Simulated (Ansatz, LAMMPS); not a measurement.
# An extra electron or hole in 42Ga2O3-58Al2O3 (mol %) with crystalline order left by the classical run (95 atoms): runs compared

Aim: add and remove one electron in 42Ga2O3-58Al2O3 (mol %) with crystalline order left by the classical run (95 atoms), with atoms held and relaxed, and read trapping energy and localisation.

Computed with Ansatz 0.2.0: Kohn-Sham DFT, RPBE, PAW (set soft_2), plane waves.

## 1. The cell as built

The cell holds 95 atoms: 16 Ga, 22 Al and 57 O. Cell: a = 9.820 Å, b = 9.820 Å, c = 9.820 Å, α = 90.0°, β = 90.0°, γ = 90.0°. 95 atoms (16 Fe, 22 Al, 57 O) placed at random at 3.62 g/cm³, melted at 5000 K for 10 ps at fixed volume with the Morse and Coulomb pair potential with partial charges (Pedone, Malavasi, Menziani, Cormack and Segre, J. Phys. Chem. B 110, 11780 (2006)). Quenched from 5000 K to 300 K at 100 K/ps and fixed volume, held 10 ps at zero pressure, then minimised at fixed cell. Then Fe was replaced by Ga and the cell scaled by 1.006 (the potential has no terms for the new elements, so the cell is a start for a DFT relaxation).

What the set-up can't give: The quench rate of 100 K/ps is orders of magnitude faster than experiment, which tends to freeze in extra defects. The network of bonds at the start is that of the classical potential that made the cell, and needn't be the one that DFT or experiment would give. Sampling is at Γ alone, for a cell whose shortest periodic width is 10 Å.

## 2. The reference run

The reference is a single point at the end of the relaxation.

The charged cells start from the geometry of this run, on a uniform background, with spin and a narrow Fermi–Dirac smearing.

Its input, with most atom lines left out:

```yaml
crystal:
  lattice:
    - [9.81985, 0.0, 0.0]
    - [0.0, 9.81985, 0.0]
    - [0.0, 0.0, 9.81985]
  atoms:
    - { symbol: Ga, position: [0.4408, 0.92131, 0.69089] }
    - { symbol: Ga, position: [0.22126, 0.69651, 0.74012] }
    - { symbol: Ga, position: [0.71306, 0.04273, 0.88124] }
    - { symbol: Ga, position: [0.19242, 0.8128, 0.02384] }
    - { symbol: Ga, position: [0.03037, 0.45794, 0.30838] }
    - { symbol: Ga, position: [0.57884, 0.98806, 0.40916] }
    - { symbol: Ga, position: [0.96576, 0.06226, 0.11812] }
    [... atom lines 8 to 95 left out ...]
kpoints:
  mp_grid: { grid: [1, 1, 1] }
hamiltonian:
  xc: rpbe
scf:
  occupations: { method: gaussian, width: 0.025 }
output:
  forces: true
  stress: true
  populations: true
  dos:
    method: { smearing: { sigma: 0.1 } }
    de: 0.1
    projected: { site_lists: { Al: [Al], Ga: [Ga], O: [O] } }
  eigenvalues: true
  write_density: true
  write_potential: true
  volumetric_format: npy
```

| Quantity | Value |
| --- | --- |
| free energy per atom | -1105.5442 eV/atom |
| r.m.s. force component | 0.00943 eV/Å |
| pressure | 11.95 GPa |

Filled and empty levels are parted by 2.78 eV (at Γ alone); a semilocal functional tends to put such gaps too low. In a disordered cell it changes from sample to sample, and tail or defect levels can set it.

## 3. The runs

Each row is one run, on 4 threads of Arm Neoverse V1, shared host. The free energy is the program's total, comparable only between runs with the same functional, potentials and atoms; between charge states it hangs on the program's zero of potential.

| run | atoms | outcome | ionic steps, all passes | free energy (eV) | time | host memory (GiB) |
| --- | --- | --- | --- | --- | --- | --- |
| Single point at the start | 95 | converged | - | -105024.151 | 13 s | 1.4 |
| Relaxation | 95 | converged | 8 | -105026.696 | 72 s | 1.4 |
| Single point at the relaxed geometry | 95 | converged | - | -105026.696 | 22 s | 1.4 |
| An extra electron, atoms held | 95 | converged | - | -105016.039 | 52 s | 2.3 |
| An extra electron, atoms relaxed | 95 | converged | 3 | -105016.059 | 64 s | 2.2 |
| An extra electron, levels at the relaxed geometry | 95 | converged | - | -105016.059 | 52 s | 2.3 |
| Neutral at the geometry of the electron | 95 | converged | - | -105026.677 | 20 s | 1.4 |
| An extra hole, atoms held | 95 | converged | - | -105034.371 | 71 s | 2.3 |
| An extra hole, atoms relaxed | 95 | converged | 6 | -105034.517 | 3.5 min | 2.3 |
| An extra hole, levels at the relaxed geometry | 95 | converged | - | -105034.517 | 70 s | 2.3 |
| Neutral at the geometry of the hole | 95 | converged | - | -105026.456 | 20 s | 1.4 |

The surroundings of O71, which holds the most spin of the extra hole after relaxation, nearest first, numbered as they follow in the input and with coordinates relative to it.

| atom | x | y | z | distance (Å) | intrinsic-atomic-orbital charge (e) | moment (μB) |
| --- | --- | --- | --- | --- | --- | --- |
| O71 | 0.00 | 0.00 | 0.00 | 0.00 | -0.70 | 0.24 |
| Al24 | 0.16 | -0.69 | 1.64 | 1.78 | 1.36 | 0.00 |
| Ga7 | 1.00 | -0.23 | -1.60 | 1.90 | 1.10 | 0.00 |
| Al38 | -0.78 | 1.59 | 0.72 | 1.91 | 1.32 | 0.00 |
| O78 | -2.45 | 0.56 | 0.46 | 2.55 | -0.73 | 0.14 |
| O93 | 0.99 | 2.14 | 1.01 | 2.57 | -0.68 | 0.12 |
| O74 | -0.67 | 0.66 | 2.39 | 2.57 | -0.88 | 0.01 |
| O90 | -0.63 | -1.04 | -2.33 | 2.63 | -0.76 | 0.05 |
| O79 | 1.86 | -0.32 | 1.88 | 2.67 | -0.86 | 0.01 |
| O51 | -1.24 | 2.21 | -0.90 | 2.69 | -0.83 | 0.01 |

## 4. Energies and spread of the extra charge

Energies are differences within one cell and functional; the shift is the gain plus the neutral cell's energy at the new geometry, that is how much cheaper the vertical process becomes there. The spread is the participation number of the site moments (1/Σw², over the spin inside atomic spheres), with the atom that holds the largest share and the spin that the spheres hold in all.

| carrier | charged less neutral, atoms held (eV) | gain on relaxing (eV) | neutral cell at that geometry, less the reference (eV) | shift of the vertical energy (eV) | spread, atoms held | spread, relaxed |
| --- | --- | --- | --- | --- | --- | --- |
| electron | 10.657 | 0.020 | 0.019 | 0.039 | 71; Ga4 3 % of 0.32 μB | 70; Ga4 3 % of 0.33 μB |
| hole | -7.674 | 0.146 | 0.240 | 0.387 | 16; O71 12 % of 0.87 μB | 8; O71 27 % of 0.87 μB |

## 5. Findings

The extra electron gains 0.020 eV as the atoms relax, and its spin stays on about 70 atoms: it stays spread out at this level. The cell with the electron ends on a moment of 0.90 μB, short of the 1 μB of one unpaired electron, so the spin density holds only part of the carrier. With the atoms held, the spheres hold only 0.32 of the 0.89 μB, so the spread is read from a small part of the spin. The extra hole gains 0.15 eV as the atoms relax, and its spin goes from about 16 to 8 atoms: a partial localisation as the atoms move, with the largest share on O71. Adding the two vertical energies gives 2.98 eV, against a gap of 2.78 eV in the neutral cell. The zero of the potential cancels in this sum; the excess isn't taken apart here: charging of a small cell, filling of bands on a coarse mesh and the attraction to the background can all enter.

Caveats: Single energies of charged cells hang on the program's zero of potential. In the spin-polarised runs the search for a state of lower energy was switched off. No distortion was seeded, so a trapped state behind a barrier can't be found. Local and semilocal functionals favour spread-out charges, so trapping can be missed. The stress is far from hydrostatic: its diagonal is 9.8, 11.6, 14.5 GPa, compression counted positive. The pressure of 12 GPa means that a free cell would grow at this level. Charged cells carry a uniform background, with no correction for images.

The DFT runs together took 11 min of wall time.

[Logs are printed without paths, hosts, clocks, repeated set-up lines and the standing remarks that a program may print on its own settings, such as how far it seeks lower states.]

[Hosts, paths, dates, database ids (printed as entryN), source tags and the programs' standing remarks are cut or masked in the printed files.]
